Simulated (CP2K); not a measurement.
Hydroxyacetaldehyde has these distinct C atoms: C2 (bonded to C, O and H) and C3 (bonded to C, O and 2 H).

```xyz
8

O    -1.9116    0.4439   -0.3756
C    -1.0001   -0.1865    0.1331
C     0.4132    0.3437    0.2759
O     1.3093   -0.5696   -0.3767
H    -1.1400   -1.2438    0.4687
H     0.7072    0.3558    1.3362
H     0.4755    1.3659   -0.1276
H     1.1465   -0.5095   -1.3341
```

Their partial C K spectra (CP2K XAS_TDP, all-electron GAPW, PBEh(45%), aug-cc-pVDZ, TDA, GW2X-corrected core level, no relativity) are given in random order, each times the number of alike atoms.

Gaussian full width 0.5 eV, oscillator strength per eV, alike atoms added, rows of zeros left out:

| E (eV) | curve 1 | curve 2 |
| --- | --- | --- |
| 287.75 | 0.000 | 0.001 |
| 288.00 | 0.000 | 0.020 |
| 288.25 | 0.000 | 0.094 |
| 288.50 | 0.000 | 0.114 |
| 288.75 | 0.000 | 0.035 |
| 289.00 | 0.000 | 0.003 |
| 289.75 | 0.003 | 0.000 |
| 290.00 | 0.011 | 0.000 |
| 290.25 | 0.011 | 0.000 |
| 290.50 | 0.003 | 0.000 |
| 291.50 | 0.001 | 0.000 |
| 291.75 | 0.013 | 0.000 |
| 292.00 | 0.034 | 0.000 |
| 292.25 | 0.040 | 0.000 |
| 292.50 | 0.042 | 0.000 |
| 292.75 | 0.038 | 0.000 |
| 293.00 | 0.039 | 0.000 |
| 293.25 | 0.029 | 0.001 |
| 293.50 | 0.016 | 0.012 |
| 293.75 | 0.020 | 0.027 |
| 294.00 | 0.020 | 0.018 |
| 294.25 | 0.018 | 0.010 |
| 294.50 | 0.036 | 0.008 |
| 294.75 | 0.037 | 0.005 |
| 295.00 | 0.039 | 0.003 |
| 295.25 | 0.051 | 0.003 |
| 295.50 | 0.045 | 0.004 |
| 295.75 | 0.035 | 0.008 |
| 296.00 | 0.014 | 0.012 |
| 296.25 | 0.004 | 0.016 |
| 296.50 | 0.008 | 0.022 |
| 296.75 | 0.013 | 0.019 |
| 297.00 | 0.012 | 0.018 |
| 297.25 | 0.006 | 0.011 |
| 297.50 | 0.005 | 0.010 |
| 297.75 | 0.005 | 0.022 |
| 298.00 | 0.003 | 0.020 |
| 298.25 | 0.003 | 0.017 |
| 298.50 | 0.003 | 0.019 |
| 298.75 | 0.002 | 0.016 |
| 299.00 | 0.004 | 0.012 |
| 299.25 | 0.008 | 0.015 |
| 299.50 | 0.008 | 0.020 |
| 299.75 | 0.020 | 0.013 |
| 300.00 | 0.028 | 0.010 |
| 300.25 | 0.016 | 0.007 |
| 300.50 | 0.030 | 0.007 |
| 300.75 | 0.043 | 0.008 |
| 301.00 | 0.029 | 0.006 |
| 301.25 | 0.024 | 0.005 |
| 301.50 | 0.020 | 0.019 |

Which curve belongs to which atom?

Curve 1: C3 (bonded to C, O and 2 H), leading line at 290.13 eV (f = 0.007 an atom), ionisation energy 294.37 eV, term value 4.24 eV. Curve 2: C2 (bonded to C, O and H), leading line at 288.41 eV (f = 0.067 an atom), ionisation energy 295.83 eV, term value 7.42 eV. The leading line of an atom is its first one with 35 % of the strongest within 2.5 eV of its lowest line over the strength cut. A line lies at the core ionisation energy, which rises as an atom loses charge to its neighbours or to a π system, less the term value, which is large for a low π* or σ* orbital with weight on that atom.

[Banner, clock and machine lines of the logs are left out without a mark of their own.]

[Logs are printed without paths, hosts, clocks, repeated set-up lines and the standing remarks that a program may print on its own settings, such as how far it seeks lower states.]

[Hosts, paths, dates, database ids (printed as entryN), source tags and the programs' standing remarks are cut or masked in the printed files.]
